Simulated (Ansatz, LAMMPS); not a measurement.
# Structural relaxation of amorphous 38SiO2-62GeO2 (mol %) (96 atoms), part 4 of 4

How does amorphous 38SiO2-62GeO2 (mol %) (96 atoms) relax, and what do bonds, charges and levels look like afterwards?

Ansatz 0.2.0; Kohn-Sham DFT, PBE, PAW (set soft_2), plane waves.

The cell: 12 Si, 20 Ge and 64 O. The quench rate of 50 K/ps is orders of magnitude faster than experiment. The network of bonds at the start is that of the classical potential that made the cell. Only the Γ point is sampled, in a cell whose shortest periodic width is 11 Å.

So far. Step 4 (Cell and atoms relaxed): The relaxation changed the energy by -90.8 meV/atom, and atoms moved by 0.25 Å r.m.s., 0.77 Å at most.

## (7) Functional HSE06

HSE06 mixes in a quarter of exact exchange at short range, which counters self-interaction, at a higher cost.

This step: Kohn-Sham DFT, HSE06, PAW (set soft_2), plane waves (Ansatz 0.2.0).

input.yaml reads:

```yaml
crystal:
  lattice:
    - [10.95242, -0.28559, 0.23224]
    - [-0.28559, 11.59134, -0.02624]
    - [0.23224, -0.02624, 11.5399]
  atoms:
    [... the 96 atom lines of step 6 ...]
kpoints:
  mp_grid: { grid: [1, 1, 1] }
hamiltonian:
  xc: hse06
scf:
  occupations: { method: fermi_dirac, width: 0.025 }
output:
  forces: true
  stress: true
  populations: true
  dos:
    method: { smearing: { sigma: 0.08 } }
    de: 0.05
    projected: { site_lists: { Ge: [Ge], O: [O], Si: [Si] } }
  eigenvalues: true
```

Run with:

```
> ansatz run input.yaml --threads 4 --pin off --max-ram 8192MiB --backend cpu --events-out ev --progress --plain --runs-dir out
```

The program printed:

```text
Warning: output.stress: scf.convergence.dr2_threshold = 1e-7 eV (the SCF's general default) is looser than the 1.6e-9 eV advised for a printed stress (1e-10 eV for each atom of the cell: 96, of which 16 are counted). What an SCF threshold leaves in a stress goes as its square root, and in the free energy as the threshold itself, and one threshold admits the most on a small cell: [...]
Warning: output.stress: scf.exx.energy_threshold = 1e-6 eV is looser than the 1.6e-7 eV advised for a stress under a hybrid functional (1e-8 eV for each atom of the cell: 96, of which 16 are counted). Every SCF of the exchange loop can meet its threshold on dr2 while the loop round them stops early: [...]
exact exchange: scf.exx.singularity resolves to wigner_seitz, which cuts the screened interaction at the faces of the exchange supercell's Wigner-Seitz cell, so that each pair interacts once, at the shortest of its separations (the periodic images that this leaves out come, [...]
[...]
Crystal: 96 atoms, lattice volume = 1463.457 Å³
Basis set: ecut = 420 eV, 28585 PW (Γ), exchange–correlation on 150×160×160 points (8 copies of the dense FFT grid, shifted against one another)
Bands: 452, of which v1, the nominal top of the filled ones, is band 356 counted from 1 (355 counted from 0)
Symmetry: 1 space group operations
[...]
k-points: 1
[...]
SCF iter   1: F=—  HF=-129874.311174 eV  |F-HF|=—  |Δ(HF+E_count)|=         —  Δρ=2.35e-3  dr2=1.20e-1  ethr=1.77e-3  ⟨swp⟩=10.0  Hψ=2142  notcnv=0
[...]
SCF iter   4: F=—  HF=-129874.308068 eV  |F-HF|=—  |Δ(HF+E_count)|=   3.26e-3  Δρ=3.47e-4  dr2=1.16e-3  ethr=6.10e-7  ⟨swp⟩=6.0  Hψ=1075  notcnv=0  defer=6
SCF iter   5: F=-129874.308611 eV  HF=-129874.308577 eV  |F-HF|=3.41e-5  |Δ(HF+E_count)|=   5.09e-4  Δρ=1.04e-4  dr2=9.50e-5  ethr=1.63e-7  ⟨swp⟩=5.0  Hψ=1015  notcnv=0  defer=6
SCF 1 stopped early in 5 iterations: F = -129874.308611 eV  dr2 = 9.50e-5
[...]
Exchange kernel: α = 0.2500, screened, ω = 0.2079 Å⁻¹, Wigner–Seitz truncation, v(0) = 960.0735 eV·Å³, q-mesh 1×1×1, nearest image of the exchange supercell L = 10.96 Å, pair-density grid 54×60×60, without the augmentation charges, whose exchange is taken in its separable form (sized by the pseudopotential files, [...]
Frozen-core exchange: fock
SCF iter   1: F=—  HF=-129888.518949 eV  |F-HF|=—  |Δ(HF+E_count)|=         —  Δρ=9.76e-3  dr2=8.19e-1  ethr=1.33e-7  ⟨swp⟩=20.0  Hψ=2750  notcnv=1
[...]
SCF iter   6: F=—  HF=-129888.433884 eV  |F-HF|=—  |Δ(HF+E_count)|=   6.48e-4  Δρ=9.41e-5  dr2=1.40e-4  ethr=1.33e-7  ⟨swp⟩=4.0  Hψ=1073  notcnv=0
SCF iter   7: F=-129888.433843 eV  HF=-129888.433850 eV  |F-HF|=7.60e-6  |Δ(HF+E_count)|=   3.34e-5  Δρ=2.68e-5  dr2=2.71e-5  ethr=1.71e-8  ⟨swp⟩=4.0  Hψ=991  notcnv=0
SCF 2 stopped early in 7 iterations: F = -129888.433843 eV  dr2 = 2.71e-5
  Residual-converged pass: ⟨swp⟩=4.0  Hψ=1255  notcnv=0  max |occ|·‖R‖ = 5.3e-6 eV (tolerance 6.7e-6 eV)  dr2=2.73e-5  dr2_onsite=6.17e-7  max |Δocc| = 0.0e0
hybrid outer 1: dexx = +3.265e-1 eV, tail = 1.13e-3 eV
[...]
Frozen-core exchange: fock
SCF iter   1: F=—  HF=-129888.434794 eV  |F-HF|=—  |Δ(HF+E_count)|=         —  Δρ=8.78e-5  dr2=1.09e-4  ethr=7.95e-7  ⟨swp⟩=17.0  Hψ=1169  notcnv=0
[...]
SCF iter   6: F=—  HF=-129888.434792 eV  |F-HF|=—  |Δ(HF+E_count)|=   1.29e-8  Δρ=1.09e-6  dr2=1.71e-8  ethr=9.06e-12  ⟨swp⟩=6.0  Hψ=1112  notcnv=0  defer=13
SCF iter   7: F=-129888.434792 eV  HF=-129888.434792 eV  |F-HF|=2.62e-10  |Δ(HF+E_count)|=   4.31e-9  Δρ=3.01e-7  dr2=1.18e-9  ethr=2.68e-12 (applied; sched 2.09e-12)  ⟨swp⟩=5.0  Hψ=878  notcnv=0  defer=10
SCF 3 converged in 7 iterations: F = -129888.434792 eV  dr2 = 1.18e-9
[...]
hybrid outer 2: dexx = +8.165e-6 eV, tail = 9.55e-8 eV, Δε = 3.03e-3 eV (about 4.41e-5 eV left of the loop's levels), ΔF = 9.62e-3 eV/Å (tail 6.77e-4)
[...]
Frozen-core exchange: fock
SCF iter   1: F=—  HF=-129888.434792 eV  |F-HF|=—  |Δ(HF+E_count)|=         —  Δρ=1.16e-6  dr2=8.63e-9  ethr=6.70e-11  ⟨swp⟩=20.0  Hψ=1571  notcnv=5
[...]
SCF iter   2: F=-129888.434792 eV  HF=-129888.434792 eV  |F-HF|=2.91e-10  |Δ(HF+E_count)|=   2.07e-9  Δρ=2.92e-7  dr2=9.80e-10  ethr=5.12e-12 (applied; sched 1.12e-12)  ⟨swp⟩=3.0  Hψ=909  notcnv=0
SCF 4 converged in 2 iterations: F = -129888.434792 eV  dr2 = 9.80e-10
[...]
hybrid SCF converged: 3 outer / 16 inner (+5 warm-up), last move |dexx| = 3.09e-9 eV, tail = 2.10e-9 eV
Stability not checked: this state was not tested for a lower state beside it, because the functional holds exact exchange (a hybrid, or Hartree-Fock), whose exchange loop this test does not read (fock_operator; see scf.lower_state_search)
Free energy (F): -129888.434792 eV
Frozen-core exchange: fock
[...]
Internal energy: -129888.434792 eV  (E = F + TS)
E sigma→0 (E₀):  -129888.434792 eV
Fermi energy:    3.294555 eV
[...]
Σ components = -129888.434792   (vs F -129888.434792, Δ=0.00e0)
--- Forces (eV/Å), atoms counted from 1 ---
  atom   1  Si    -0.01279671     0.09132607    -0.07350487
  atom   2  Si    -0.02177236    -0.01931720     0.06975221
  atom   3  Si    -0.00024043    -0.11744119     0.03458355
  atom   4  Si    -0.06447688     0.11829977     0.06330024
[...]
atom  96  O      0.23170012    -0.28814467    -0.48561661
  max |Σ_I F_I| component: 1.34e-4 eV/Å
--- Stress (GPa, compression-positive) ---
       -5.520715       0.035186       0.110034
        0.035186      -5.761036       0.047255
        0.110034       0.047254      -5.476191
  P = ⅓ Tr σ = -5.5860 GPa (-55.860 kbar)
--- Band table (eV) ---
[...]
--- Löwdin populations: 96 sites ---
  site symbol       q [e]
     0     Si      2.1759
     1     Si      2.1371
     2     Si      2.1613
[...]
95      O      6.7926
  spilling = 0.007815 (of n_electrons = 712.000000)
```

Wall time 6.7 min (4 threads of AMD EPYC 7B13 (Zen 3), shared host); peak memory 5.3 GiB; 26 min of CPU time.

The program notes that the exchange threshold is loose for the stress and the SCF threshold is loose for the stress.

Geometry and reference: those of the single point at the relaxed geometry.

Forces differ from those of the single point at the relaxed geometry by 276 meV/Å r.m.s.; the pressure by -5.6 GPa and the gap by +1.9 eV. It took roughly 19 times the reference's time (one timing each, with unlike analyses asked), in 21 cycles against 9.

Numbers from this run:

```yaml
free_energy: -129888.4348 eV
free_energy_per_atom: -1353.0045 eV/atom
scf_cycles: 21
pressure: -5.586 GPa
r_m_s_force_component: 0.2763 eV/Å
longest_force: 0.8497 eV/Å
fermi_energy: 3.295 eV
spacing_of_highest_filled_and_lowest_empty_level: 5.116 eV
spilling_of_the_projection: 0.007815
```

Length of the force by element and coordination:

| element | coordination | atoms | mean length of the force (eV/Å) | spread | least | most |
| --- | --- | --- | --- | --- | --- | --- |
| Ge | all | 20 | 0.180 | 0.0609 | 0.048 | 0.358 |
| O | all | 64 | 0.547 | 0.176 | 0.0921 | 0.850 |
| Si | all | 12 | 0.0917 | 0.0401 | 0.0283 | 0.176 |

Löwdin charges by element and coordination (they lack the spilled electrons, 0.058 e an atom on average):

| element | coordination | atoms | mean charge (e) | spread | least | most |
| --- | --- | --- | --- | --- | --- | --- |
| Ge | all | 20 | 1.69 | 0.022 | 1.65 | 1.73 |
| O | all | 64 | -0.785 | 0.0223 | -0.839 | -0.730 |
| Si | all | 12 | 1.83 | 0.0171 | 1.81 | 1.86 |

Charge against the make-up of the first shell:

| Si neighbours of O | atoms | mean charge (e) |
| --- | --- | --- |
| 0 | 28 | -0.766 |
| 1 | 24 | -0.791 |
| 2 | 12 | -0.816 |

States in the cell by windows of 1 eV, zero at the Fermi level; the larger projections on atomic orbitals stand beside the total:

| from (eV) | to (eV) | total | O p | Ge p | Ge s |
| --- | --- | --- | --- | --- | --- |
| -14 | -12 | 0.0 | 0.0 | 0.0 | 0.0 |
| -12 | -11 | 16.4 | 10.0 | 0.3 | 3.6 |
| -11 | -10 | 13.0 | 8.1 | 0.4 | 2.6 |
| -10 | -9 | 18.6 | 12.1 | 0.9 | 2.6 |
| -9 | -8 | 17.5 | 12.3 | 1.2 | 1.2 |
| -8 | -7 | 37.8 | 28.4 | 5.3 | 0.2 |
| -7 | -6 | 30.5 | 23.3 | 4.8 | 0.2 |
| -6 | -5 | 44.4 | 37.1 | 2.6 | 0.3 |
| -5 | -4 | 69.3 | 62.9 | 2.0 | 0.2 |
| -4 | -3 | 96.3 | 92.3 | 1.0 | 0.1 |
| -3 | -2 | 40.1 | 39.2 | 0.2 | 0.0 |
| -2 | 2 | 0.0 | 0.0 | 0.0 | 0.0 |
| 2 | 3 | 2.0 | 0.4 | 0.1 | 1.0 |
| 3 | 4 | 3.1 | 0.7 | 0.3 | 1.4 |
| 4 | 5 | 13.0 | 2.9 | 1.7 | 5.3 |

Between -26 and -14 eV lie 128 more states.

The levels nearest the highest filled one (over half full), pooled over k-points and spins:

| level less the highest filled one (eV) | occupation |
| --- | --- |
| -0.147 | 2 |
| -0.116 | 2 |
| -0.0959 | 2 |
| -0.0791 | 2 |
| -0.036 | 2 |
| 0 | 2 |
| 5.12 | 0 |
| 6.25 | 0 |
| 6.54 | 0 |
| 6.79 | 0 |
| 6.84 | 0 |
| 7.00 | 0 |

## (8) Functional r2SCAN (500 eV)

The meta-GGA r2SCAN uses the kinetic energy density as well as the density and its gradient. Besides, the cutoff goes from 420 to 500 eV.

This step: Kohn-Sham DFT, r2SCAN, PAW (set soft_2), plane waves (Ansatz 0.2.0).

Edit input.yaml of step 7 so:

```diff
@@ -10,3 +10,3 @@
 hamiltonian:
-  xc: hse06
+  xc: r2scan
 scf:
```

The program printed:

```text
[...]
Crystal: 96 atoms, lattice volume = 1463.457 Å³
Basis set: ecut = 500 eV, 37115 PW (Γ), exchange–correlation on 320×360×360 points (64 copies of the dense FFT grid, shifted against one another)
Bands: 452, of which v1, the nominal top of the filled ones, is band 356 counted from 1 (355 counted from 0)
Symmetry: 1 space group operations
[...]
k-points: 1
[...]
SCF iter   1: F=—  HF=-130152.442495 eV  |F-HF|=—  |Δ(HF+E_count)|=         —  Δρ=8.29e-3  dr2=8.19e-1  dr2_τ=5.92e0  ethr=1.77e-3  ⟨swp⟩=5.0  Hψ=1712  notcnv=0  defer=74
[...]
SCF iter   8: F=—  HF=-130154.002006 eV  |F-HF|=—  |Δ(HF+E_count)|=   4.12e-7  Δρ=4.00e-6  dr2=1.47e-7  dr2_τ=2.30e-8  ethr=3.74e-10  ⟨swp⟩=2.0  Hψ=615  notcnv=0  defer=87
SCF iter   9: F=-130154.002006 eV  HF=-130154.002006 eV  |F-HF|=1.29e-8  |Δ(HF+E_count)|=   1.18e-7  Δρ=1.74e-6  dr2=3.31e-8  dr2_τ=5.15e-9  ethr=1.40e-11  ⟨swp⟩=13.0  Hψ=2251  notcnv=0
SCF 1 converged in 9 iterations: F = -130154.002006 eV  dr2 = 3.31e-8
[...]
SCF converged after 9 iterations
Free energy (F): -130154.002006 eV
[...]
Internal energy: -130154.002006 eV  (E = F + TS)
E sigma→0 (E₀):  -130154.002006 eV
Fermi energy:    3.549908 eV
[...]
Σ components = -130154.002006   (vs F -130154.002006, Δ=0.00e0)
--- Forces (eV/Å), atoms counted from 1 ---
  atom   1  Si    -0.02025756     0.07101891    -0.04817204
  atom   2  Si    -0.01637014    -0.01588331     0.07506665
  atom   3  Si    -0.01061447    -0.07356108     0.01446604
  atom   4  Si    -0.01461182     0.06890720     0.05211672
[...]
atom  96  O      0.21560114    -0.23297750    -0.39880763
  max |Σ_I F_I| component: 1.55e-4 eV/Å
--- Stress (GPa, compression-positive) ---
       -5.351671      -0.000229       0.112928
       -0.000224      -5.512624       0.006429
        0.112927       0.006428      -5.296435
  P = ⅓ Tr σ = -5.3869 GPa (-53.869 kbar)
--- Band table (eV) ---
[...]
--- Löwdin populations: 96 sites ---
  site symbol       q [e]
     0     Si      2.1719
     1     Si      2.1324
     2     Si      2.1575
[...]
95      O      6.7911
  spilling = 0.007695 (of n_electrons = 712.000000)
```

Wall time 48 s (4 threads); peak memory 4.3 GiB; 3 min of CPU time.

Geometry and reference: those of the single point at the relaxed geometry.

Forces differ from those of the single point at the relaxed geometry by 216 meV/Å r.m.s.; the pressure by -5.4 GPa and the gap by +0.62 eV. It took roughly 2.3 times the reference's time (one timing each, with unlike analyses asked), in 9 cycles against 9.

## (9) Functional PBEsol

PBEsol restores the gradient expansion of exchange for slowly varying densities and usually gives shorter bonds in solids than PBE.

This step: Kohn-Sham DFT, PBEsol, PAW (set soft_2), plane waves (Ansatz 0.2.0).

Edit input.yaml of step 8 so:

```diff
@@ -10,3 +10,3 @@
 hamiltonian:
-  xc: r2scan
+  xc: pbesol
 scf:
```

The program printed:

```text
[...]
Crystal: 96 atoms, lattice volume = 1463.457 Å³
Basis set: ecut = 420 eV, 28585 PW (Γ), exchange–correlation on 150×160×160 points (8 copies of the dense FFT grid, shifted against one another)
Bands: 452, of which v1, the nominal top of the filled ones, is band 356 counted from 1 (355 counted from 0)
Symmetry: 1 space group operations
[...]
k-points: 1
[...]
SCF iter   1: F=—  HF=-128452.251259 eV  |F-HF|=—  |Δ(HF+E_count)|=         —  Δρ=1.19e-2  dr2=1.68e0  ethr=1.77e-3  ⟨swp⟩=5.0  Hψ=1713  notcnv=0  defer=73
[...]
SCF iter   8: F=—  HF=-128451.789354 eV  |F-HF|=—  |Δ(HF+E_count)|=   1.40e-6  Δρ=5.96e-6  dr2=4.34e-7  ethr=2.89e-10  ⟨swp⟩=2.0  Hψ=644  notcnv=0  defer=87
SCF iter   9: F=-128451.789354 eV  HF=-128451.789354 eV  |F-HF|=6.11e-10  |Δ(HF+E_count)|=   9.30e-8  Δρ=1.73e-6  dr2=3.35e-8  ethr=1.40e-11  ⟨swp⟩=13.0  Hψ=2352  notcnv=0
SCF 1 converged in 9 iterations: F = -128451.789354 eV  dr2 = 3.35e-8
[...]
SCF converged after 9 iterations
Free energy (F): -128451.789354 eV
[...]
Internal energy: -128451.789354 eV  (E = F + TS)
E sigma→0 (E₀):  -128451.789354 eV
Fermi energy:    3.574855 eV
[...]
Σ components = -128451.789354   (vs F -128451.789354, Δ=0.00e0)
--- Forces (eV/Å), atoms counted from 1 ---
  atom   1  Si    -0.03017184     0.00997932     0.02126573
  atom   2  Si     0.01590509     0.02030234     0.06734327
  atom   3  Si    -0.00003968     0.01446585    -0.03434422
  atom   4  Si     0.08753427    -0.07063171    -0.02429525
[...]
atom  96  O      0.17518890    -0.10857790    -0.16370079
  max |Σ_I F_I| component: 7.00e-5 eV/Å
--- Stress (GPa, compression-positive) ---
       -3.205444      -0.039732       0.086858
       -0.039732      -3.225093      -0.042496
        0.086858      -0.042496      -3.145927
  P = ⅓ Tr σ = -3.1922 GPa (-31.922 kbar)
--- Band table (eV) ---
[...]
--- Löwdin populations: 96 sites ---
  site symbol       q [e]
     0     Si      2.2659
     1     Si      2.2261
     2     Si      2.2511
[...]
95      O      6.7417
  spilling = 0.007730 (of n_electrons = 712.000000)
```

Run time: 19 s. Hardware: 4 threads; peak memory 2.1 GiB.

Geometry and reference: those of the single point at the relaxed geometry.

Forces differ from those of the single point at the relaxed geometry by 100 meV/Å r.m.s.; the pressure by -3.2 GPa and the gap by -0.055 eV.

## (10) The ladder side by side

Differences are against the single point at the relaxed geometry (Kohn-Sham DFT, PBE, PAW (set soft_2), plane waves), whose r.m.s. force component is 0.00263 eV/Å. Times are for 4 threads of AMD EPYC 7B13 (Zen 3), shared host. The reference's time includes grids, which some other runs skip.

| run | Δ force, r.m.s. (meV/Å) | Δ pressure (GPa) | Δ gap (eV) | cycles | time | host memory (GiB) |
| --- | --- | --- | --- | --- | --- | --- |
| reference | - | - | - | 9 | 21 s | 2.1 |
| functional HSE06 | 276 | -5.59 | 1.86 | 21 | 6.7 min | 5.3 |
| functional r2SCAN (500 eV) | 216 | -5.39 | 0.625 | 9 | 48 s | 4.3 |
| functional PBEsol | 99.6 | -3.19 | -0.0554 | 9 | 19 s | 2.1 |

## (11) Results

```
energy change in the relaxation                  : -90.81 meV/atom
r.m.s. displacement                              : 0.248 Å
largest displacement                             : 0.768 Å
free energy per atom                             : -1352.8561 eV/atom
pressure                                         : 0.001595 GPa
r.m.s. force component                           : 0.00263 eV/Å
gap (highest filled to lowest empty level) : 3.251 eV
wall time of the 6 DFT runs                      : 11 min
```

What this shows: Relaxation lowers the energy by 90.8 meV/atom and moves atoms by 0.25 Å r.m.s.; the r.m.s. force component goes from 0.85 to 0.0026 eV/Å. Displacements are taken in the final cell, so they leave out its strain. By the final cutoffs no bond was broken or made. The cell shrank by 2.2 % in volume. From the first step to the last the energy fell by 8.717 eV, across changes of basis, and the largest move was 0.77 Å (O92). The O-Ge bonds change most in mean length: from 1.725 Å (spread 0.020) to 1.771 Å (spread 0.015). With the cutoffs above, all Ge atoms have 4, all O atoms have 2 and all Si atoms have 4 bonded neighbours. 100 % of the oxygens bridge two formers and 0 % are non-bridging. The highest filled and lowest empty levels differ by 3.25 eV (at Γ alone); a semilocal functional tends to put such gaps too low. In a disordered cell it changes from sample to sample, and tail or defect levels can set it.

Among the changes of functional, dispersion, potentials or spin, functional HSE06 moves the forces most, by 276 meV/Å r.m.s. The gap changes by +1.86 eV with HSE06.

**Limits.** The starting topology of bonds comes from the classical model; DFT moved the atoms only locally, and no bond changed.

[Long decimals in the printed logs are rounded to 6 places.]

[Logs are printed without paths, hosts, clocks, repeated set-up lines and the standing remarks that a program may print on its own settings, such as how far it seeks lower states.]

[Hosts, paths, dates, database ids (printed as entryN), source tags and the programs' standing remarks are cut or masked in the printed files.]

[A walk said to have stopped at its limit may instead have ended on an SCF cycle that didn't converge.]
